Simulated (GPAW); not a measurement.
# Optical response of CrO2

Aim: the dielectric function of CrO2, and the optical constants that follow from it.

Calculated with GPAW 26.7.0; DFT, PBE, plane-wave PAW (GPAW data sets), scalar-relativistic, RPA, optical limit.

### 1. Set-up

It takes space group P4_2/mnm (No. 136, tetragonal). The conventional cell has a = 4.421 Å, b = 4.421 Å, c = 2.917 Å, α = 90.00°, β = 90.00°, γ = 90.00°. Cr has 6 O at 1.88 to 1.92 Å nearest. O has 3 Cr at 1.88 to 1.92 Å nearest. Farther neighbours and most contacts between anions are not listed.

As a file:

```xyz
6
Lattice="4.4210 0.0000 0.0000 0.0000 4.4210 0.0000 0.0000 0.0000 2.9170" Properties=species:S:1:pos:R:3 pbc="T T T"
Cr    2.2105    2.2105    1.4585
Cr    0.0000    0.0000    0.0000
O     3.5412    0.8798    1.4585
O     3.0903    3.0903    0.0000
O     0.8798    3.5412    1.4585
O     1.3307    1.3307    0.0000
```

### 2. Dielectric function, RPA

Transitions between filled and empty bands, summed over the zone, give the optical response, so mesh, band count and broadening shape it.

The induced potential is part of this response.

Input file df.py:

```python
from gpaw.response.df import DielectricFunction

df = DielectricFunction('full.gpw', frequencies={'type': 'nonlinear', 'domega0': 0.03, 'omega2': 8},
                        ecut=30,
                        eta=0.05,
                        nbands=39,
                        rate=0.2,
                        txt='df.txt')
for direction in ['x', 'z']:
    df.get_dielectric_function(xc='RPA', direction=direction, filename=f'df_{direction}.csv')
```

Command:

```
$ OMP_NUM_THREADS=1 python df.py
```

Output:

```text
Using integrator: PointIntegrator
NonLinearFrequencyDescriptor(from 0.000 to 36.247 eV, 421 points)
Nonperiodic BCs:  [False False False]
Using integrator: PointIntegrator
NonLinearFrequencyDescriptor(from 0.000 to 36.247 eV, 421 points)
Nonperiodic BCs:  [False False False]
Using integrator: PointIntegrator

Calculating chi0 body with:
    Ground state adapter containing:
    Number of spins: 2
    Number of kpoints: 768
    Number of irreducible kpoints: 147
    Number of completely occupied states: 16
    Number of partially occupied states: 22

    Linear response parametrization:
    q_c: [0.0, 0.0, 0.0]
    Number of frequency points: 421
    Planewave cutoff: 30.0
    Number of bands: 39
    Number of planewaves: 19
    Broadening (eta): 0.05

Integrating chi0 body.

Symmetries of q_c:
    Direct symmetries (Uq -> q): 8
    Indirect symmetries (TUq -> q): 0
In total 8 allowed symmetries.

147 groups of equivalent kpoints. 80.859375% reduction.

Integral kind: spectral function

Calculating chi0 optical extensions with:
    Ground state adapter containing:
    Number of spins: 2
    Number of kpoints: 768
    Number of irreducible kpoints: 147
    Number of completely occupied states: 16
    Number of partially occupied states: 22

    Linear response parametrization:
    Number of frequency points: 421
    Planewave cutoff: 30.0
    Number of bands: 39
    Number of planewaves: 19
    Broadening (eta): 0.05
Integrating chi0 head and wings.

Symmetries of q_c:
    Direct symmetries (Uq -> q): 8
    Indirect symmetries (TUq -> q): 0
In total 8 allowed symmetries.

147 groups of equivalent kpoints. 80.859375% reduction.

Integral kind: spectral function wings

Calculating drude chi0 with:
    Number of frequency points:421
    Plasma frequency decay rate: 0.2 eV

    Ground state adapter containing:
    Number of spins: 2
    Number of kpoints: 768
    Number of irreducible kpoints: 147
    Number of completely occupied states: 16
    Number of partially occupied states: 22

Symmetries of q_c:
    Direct symmetries (Uq -> q): 8
    Indirect symmetries (TUq -> q): 0
In total 8 allowed symmetries.

147 groups of equivalent kpoints. 80.859375% reduction.

Integral kind: intraband
Plasma frequency:
[[1.6 +0.j 0.03+0.j 0.  +0.j]
 [0.03+0.j 1.6 +0.j 0.  +0.j]
 [0.  +0.j 0.  +0.j 1.83-0.j]]
```

The job ended after 53 s (1 thread of Intel Xeon Platinum 8488C (Sapphire Rapids), shared host; peak memory 0.28 GiB).

Some rows of df_x.csv (energy; Re and Im without local fields; Re and Im with them):

```text
0.000000, 404.760878, 0.000000, 403.615509, 0.000000
0.460735, -13.005277, 23.394755, -13.162128, 23.301539
0.943989, 4.099143, 11.753107, 4.135291, 11.733744
1.451455, 4.504886, 3.633981, 4.066432, 3.772151
1.984998, 9.662418, 4.753436, 9.264825, 4.733343
2.546682, 8.508245, 6.621142, 8.133130, 6.545410
3.138794, 4.669011, 6.827222, 4.434672, 6.666046
3.763875, 4.059903, 7.261970, 3.896431, 7.023732
4.424758, 3.725783, 5.683600, 3.477881, 5.671916
5.124608, 2.903513, 5.624443, 2.588643, 5.448396
5.866977, 2.085615, 6.172695, 1.763575, 6.038443
6.655862, 1.357279, 4.401913, 1.110329, 4.144650
7.495775, 1.588245, 2.955530, 1.119534, 3.039769
8.391833, 5.986444, 2.655429, 3.092988, 2.074736
9.349861, -4.247270, 11.745996, 5.238924, 7.417042
10.376517, -0.986682, 2.322280, -0.697438, 2.809957
11.479449, 0.718761, 3.643397, 1.496927, 3.471645
12.667487, 0.113114, 3.733276, 0.772566, 4.182316
13.950874, 0.122973, 3.861438, 0.911149, 4.457723
15.341572, -1.639756, 2.894291, -1.862895, 4.072710
```

The Im ε has structure finer than the step of the table below, so its rows give means over 0.5 eV, whole bins alone (the curve runs from 0.619 to 15.8 eV). Peaks (eV: height): E ∥ x 0.85: 12.7, 2.17: 8.52, 2.74: 9.91, 3.34: 7.95, 5.82: 6.33, 9.48: 9.23, 9.82: 9.30; E ∥ z 0.68: 17.6, 1.04: 17.4, 3.85: 9.17, 5.92: 8.84, 9.82: 12.2.

Sum at mesh points, not converged in k. The Im ε by photon energy; means over each step:

```csv
photon energy (eV),E ∥ x,E ∥ z
1.0,11.0,14.1
1.5,4.61,4.02
2.0,5.67,1.94
2.5,7.58,5.77
3.0,7.59,7.31
3.5,7.28,8.27
4.0,6.32,8.50
4.5,5.53,6.27
5.0,5.66,5.88
5.5,5.76,6.42
6.0,5.57,7.48
6.5,4.68,7.13
7.0,4.45,7.20
7.5,3.01,6.50
8.0,2.36,4.43
8.5,2.45,3.53
9.0,4.34,3.48
9.5,8.05,5.59
10.0,5.63,8.17
10.5,2.68,2.94
11.0,2.57,2.23
11.5,3.28,1.74
12.0,3.86,1.84
12.5,3.99,1.77
13.0,3.77,1.54
13.5,3.41,2.11
14.0,4.39,2.49
14.5,4.54,2.64
15.0,4.51,3.87
15.5,3.78,4.85
```

Values under 1 per cm are given as 1; sum at mesh points, not converged in k. Table of absorption coefficient by photon energy:

| photon energy (eV) | E ∥ x (1/cm) | E ∥ z (1/cm) |
| --- | --- | --- |
| 1.010 | 2.1e5 | 2.4e5 |
| 1.486 | 1.2e5 | 1.4e5 |
| 1.985 | 1.5e5 | 63091 |
| 2.508 | 2.7e5 | 1.9e5 |
| 3.018 | 4.4e5 | 3.4e5 |
| 3.510 | 5.4e5 | 5.0e5 |
| 3.980 | 5.4e5 | 6.4e5 |
| 4.516 | 6.0e5 | 6.8e5 |
| 4.981 | 6.7e5 | 6.2e5 |
| 5.515 | 7.7e5 | 7.8e5 |
| 6.021 | 9.5e5 | 1.0e6 |
| 6.494 | 9.4e5 | 9.1e5 |
| 6.985 | 9.9e5 | 1.3e6 |
| 7.496 | 7.8e5 | 1.3e6 |
| 8.026 | 6.4e5 | 1.3e6 |
| 8.516 | 4.9e5 | 9.6e5 |
| 9.023 | 8.5e5 | 9.1e5 |
| 9.483 | 1.8e6 | 9.9e5 |
| 10.026 | 2.0e6 | 2.6e6 |
| 10.519 | 1.2e6 | 1.8e6 |
| 11.029 | 1.1e6 | 1.6e6 |
| 11.479 | 1.2e6 | 1.2e6 |
| 12.023 | 1.4e6 | 1.1e6 |
| 12.504 | 1.6e6 | 1.1e6 |
| 13.000 | 1.7e6 | 8.2e5 |
| 13.512 | 1.6e6 | 1.0e6 |
| 14.040 | 2.0e6 | 1.2e6 |
| 14.493 | 2.3e6 | 1.2e6 |
| 14.960 | 2.7e6 | 1.6e6 |
| 15.536 | 2.8e6 | 2.2e6 |

The loss function −Im 1/ε at q → 0 has structure finer than the step of the table below, so its rows give means over 0.5 eV, whole bins alone (the curve runs from 0.619 to 15.8 eV). Peaks (eV: height): E ∥ x 1.38: 0.163, 7.67: 0.308, 10.66: 0.391, 11.03: 0.398, 13.43: 0.300; E ∥ z 1.42: 0.219, 8.39: 0.300, 11.71: 0.606, 12.34: 0.574.

Sum at mesh points, not converged in k. The loss function −Im 1/ε at q → 0 by energy loss; means over each step:

```csv
energy loss (eV),E ∥ x,E ∥ z
1.0,0.0858,0.0630
1.5,0.106,0.135
2.0,0.0517,0.0270
2.5,0.0668,0.0393
3.0,0.0946,0.0590
3.5,0.102,0.0710
4.0,0.127,0.0933
4.5,0.134,0.124
5.0,0.137,0.111
5.5,0.136,0.105
6.0,0.170,0.112
6.5,0.195,0.123
7.0,0.216,0.137
7.5,0.296,0.152
8.0,0.255,0.226
8.5,0.134,0.269
9.0,0.107,0.235
9.5,0.105,0.128
10.0,0.165,0.0985
10.5,0.359,0.215
11.0,0.352,0.339
11.5,0.249,0.535
12.0,0.231,0.540
12.5,0.240,0.540
13.0,0.265,0.492
13.5,0.282,0.304
14.0,0.221,0.310
14.5,0.219,0.263
15.0,0.204,0.202
15.5,0.202,0.196
```

The reflectivity at normal incidence has structure finer than the step of the table below, so its rows give means over 0.5 eV, whole bins alone (the curve runs from 0.619 to 15.8 eV). Peaks (eV: height): E ∥ x 2.74: 35.9, 6.02: 30.0, 7.10: 27.4, 9.96: 51.2, 12.83: 26.9; E ∥ z 1.11: 48.2, 2.66: 34.6, 5.92: 34.4, 7.85: 39.3, 10.17: 57.3.

Sum at mesh points, not converged in k. Table of reflectivity at normal incidence by photon energy; means over each step:

```csv
photon energy (eV),E ∥ x (%),E ∥ z (%)
1.0,39.5,44.1
1.5,24.1,22.5
2.0,29.6,24.2
2.5,31.8,32.0
3.0,31.0,32.0
3.5,30.4,32.9
4.0,28.1,33.4
4.5,25.6,27.9
5.0,26.1,26.5
5.5,26.5,28.0
6.0,28.0,31.6
6.5,24.7,31.0
7.0,25.5,34.1
7.5,18.1,34.2
8.0,12.6,33.7
8.5,14.5,22.1
9.0,22.0,19.2
9.5,34.2,24.9
10.0,44.7,51.9
10.5,25.4,47.8
11.0,17.1,38.6
11.5,18.1,26.0
12.0,21.4,17.3
12.5,23.7,14.8
13.0,25.6,9.66
13.5,21.8,11.1
14.0,25.9,14.0
14.5,31.5,14.1
15.0,37.2,20.1
15.5,43.2,26.6
```

The Im ε, E ∥ x has structure finer than the step of the table below, so its rows give means over 0.5 eV, whole bins alone (the curve runs from 0.619 to 15.8 eV). Peaks (eV: height): without local fields 0.85: 12.8, 2.17: 8.60, 2.74: 9.98, 3.34: 8.19, 9.22: 15.0, 14.31: 4.26; with local fields 0.85: 12.7, 2.17: 8.52, 2.74: 9.91, 3.34: 7.95, 5.82: 6.33, 9.48: 9.23, 9.82: 9.30.

Sum at mesh points, not converged in k. The Im ε, E ∥ x by photon energy; means over each step:

```csv
photon energy (eV),without local fields,with local fields
1.0,10.9,11.0
1.5,4.47,4.61
2.0,5.73,5.67
2.5,7.64,7.58
3.0,7.74,7.59
3.5,7.48,7.28
4.0,6.44,6.32
4.5,5.59,5.53
5.0,5.83,5.66
5.5,5.92,5.76
6.0,5.75,5.57
6.5,4.92,4.68
7.0,4.56,4.45
7.5,2.92,3.01
8.0,2.15,2.36
8.5,4.08,2.45
9.0,10.4,4.34
9.5,8.86,8.05
10.0,3.54,5.63
10.5,2.33,2.68
11.0,2.57,2.57
11.5,3.46,3.28
12.0,3.67,3.86
12.5,3.65,3.99
13.0,3.28,3.77
13.5,3.27,3.41
14.0,3.93,4.39
14.5,3.93,4.54
15.0,3.56,4.51
15.5,2.85,3.78
```

At chosen wavelengths:

```csv
wavelength (nm),n x,k x,R (%) x,1/α x,n z,k z,R (%) z,1/α z
1550,2.95,1.944,39.1,63 nm,3.55,1.999,42.5,62 nm
1064,2.26,2.013,38.4,42 nm,2.39,2.426,45.0,35 nm
800,2.47,0.792,22.0,80 nm,2.04,0.725,16.5,88 nm
532,2.95,1.240,31.1,34 nm,3.39,0.676,31.3,63 nm
450,2.93,1.677,35.9,21 nm,3.14,1.229,32.7,29 nm
405,2.57,1.441,30.6,22 nm,3.15,1.124,31.9,29 nm
308,2.27,1.326,27.0,18 nm,2.61,1.590,32.9,15 nm
```

In reflection the computed colour is grey: x = 0.299, y = 0.320, luminous reflectivity 30 %.

### 3. What came out

At this level (PBE, RPA) CrO2 is a metal. The mesh is too coarse to trust the carriers' weight, the reflectivity or the colour to better than tens of per cent. In reflection the computed colour is grey: x = 0.299, y = 0.320, luminous reflectivity 30 %. The carriers' damping of 0.2 eV is typed, not computed; it shapes the response at the lowest energies. The magnetic state comes from one start and need not be the lowest. The curves end at 16 eV, about where the summed bands run out. In this version of GPAW the matrix elements of the optical limit are incomplete, which can lower ε − 1 by up to a tenth where first-row anions or d states rule, and shift it by more in d metals. GPAW's carrier term has the form −ωp²/(ω + i·rate)², which damps like twice the rate and fails at low energy, so the curves leave the lowest energies out. The sum runs over mesh points 0.18 Å⁻¹ apart with no interpolation, so peaks are partly noise of the mesh, and the Drude plasma energy, a sum over the Fermi surface, isn't converged.

[Machine, clock and banner lines and Python warnings are left out of the logs.]

[Logs are printed without paths, hosts, clocks, repeated set-up lines and the standing remarks that a program may print on its own settings, such as how far it seeks lower states.]

[Hosts, paths, dates, database ids (printed as entryN), source tags and the programs' standing remarks are cut or masked in the printed files.]
